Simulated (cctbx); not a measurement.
**Interatomic vectors of Li2ScBr4**

Space group Pmmn (no. 59, origin choice 1), a = 7.7770 Å, b = 14.1000 Å, c = 6.8000 Å, α = 90.00°, β = 90.00°, γ = 90.00°, content Br16 Sc4 Li8.

The data are simulated with cctbx, not measured: Cu Kα, λ = 1.54184 Å, to d = 0.8 Å, 95 % of the full sphere, strongest reflection 70000 counts, noise from counting, a 6 % proportional error and a noise floor of 15 counts (s.d.); no absorption.

Patterson synthesis, origin scaled to 1000:

```text
Patterson group P m m m
      u       v       w   height  length (A)
  0.000   0.000   0.000   1000.0     0.00
  0.500   0.000   0.000    713.7     3.89
  0.248   0.000   0.500    597.6     3.91
  0.000   0.500   0.343    439.6     7.43
  0.500   0.500   0.333    399.8     8.36
  0.248   0.270   0.500    386.4     5.46
  0.000   0.265   0.000    340.6     3.73
  0.253   0.500   0.163    291.1     7.40
  0.500   0.261   0.000    267.5     5.36
  0.252   0.230   0.158    186.7     3.93
  0.500   0.239   0.330    149.3     5.62
  0.000   0.231   0.346    143.2     4.02
  0.249   0.125   0.193    125.4     2.93
  0.500   0.359   0.000    114.7     6.39
```

Q: Assign the vectors.

A peak at u stands for all pairs with xi − xj = u, with weight Σ ZiZj against Σ Z² = 21436 at the origin. Peak heights follow these weights only roughly, since form factors, motion and series ripples differ, all vectors within 0.55 Å of a peak are counted as merged into it though the farther ones add only part of their weight, and F(000) is left out, which lowers the whole map:

| u | v | w | shortest length (Å) | height | 1000 ΣZiZj/ΣZ² | pairs in the cell |
| --- | --- | --- | --- | --- | --- | --- |
| 0.500 | 0.000 | 0.000 | 3.89 | 714 | 916 | 16 × Br–Br, 4 × Li–Li |
| 0.248 | 0.000 | 0.500 | 3.91 | 598 | 918 | 16 × Br–Br, 8 × Li–Li |
| 0.000 | 0.500 | 0.343 | 7.43 | 440 | 498 | 8 × Br–Br, 2 × Sc–Sc |
| 0.500 | 0.500 | 0.333 | 8.36 | 400 | 478 | 8 × Br–Br, 1 × Sc–Sc |
| 0.248 | 0.270 | 0.500 | 5.46 | 386 | 469 | 8 × Br–Br, 4 × Sc–Li |
| 0.000 | 0.265 | 0.000 | 3.74 | 341 | 469 | 8 × Br–Br, 4 × Sc–Li |
| 0.253 | 0.500 | 0.163 | 7.40 | 291 | 457 | 8 × Br–Br |
| 0.500 | 0.261 | 0.000 | 5.35 | 268 | 469 | 8 × Br–Br, 4 × Sc–Li |
| 0.252 | 0.230 | 0.158 | 3.94 | 187 | 234 | 4 × Br–Br, 2 × Sc–Li |
| 0.500 | 0.239 | 0.330 | 5.61 | 149 | 177 | 3 × Br–Br, 2 × Sc–Li |

The table stops at ten peaks or at a height of 45, below which ripples compete. In the model behind the data Br, the heaviest element, has 3 independent sites: (0.7422, 0.8737, 0.6680), (1/2, 0.8596, 0.1551) and (0, 0.8493, 0.2007), up to an allowed shift of origin; the Br–Br vectors are differences of these positions and their symmetry mates. The whole model:

```
atom  mult.       x       y       z  Ueq (Å²)
 Br1      8  0.7422  0.8737  0.6680    0.0163
 Br2      4     1/2  0.8596  0.1551    0.0147
 Br3      4       0  0.8493  0.2007    0.0286
 Sc1      2     1/2     1/2  0.5341    0.0194
 Sc2      2       0     1/2  0.1389    0.0193
 Li1      4     1/2  0.7734  0.4821    0.0208
 Li2      4     3/4     3/4       0    0.0332
```

The model is made up (kin elements in a known structure type, no relaxation), so it says nothing on whether the phase exists.

[Logs are printed without paths, hosts, clocks, repeated set-up lines and the standing remarks that a program may print on its own settings, such as how far it seeks lower states.]
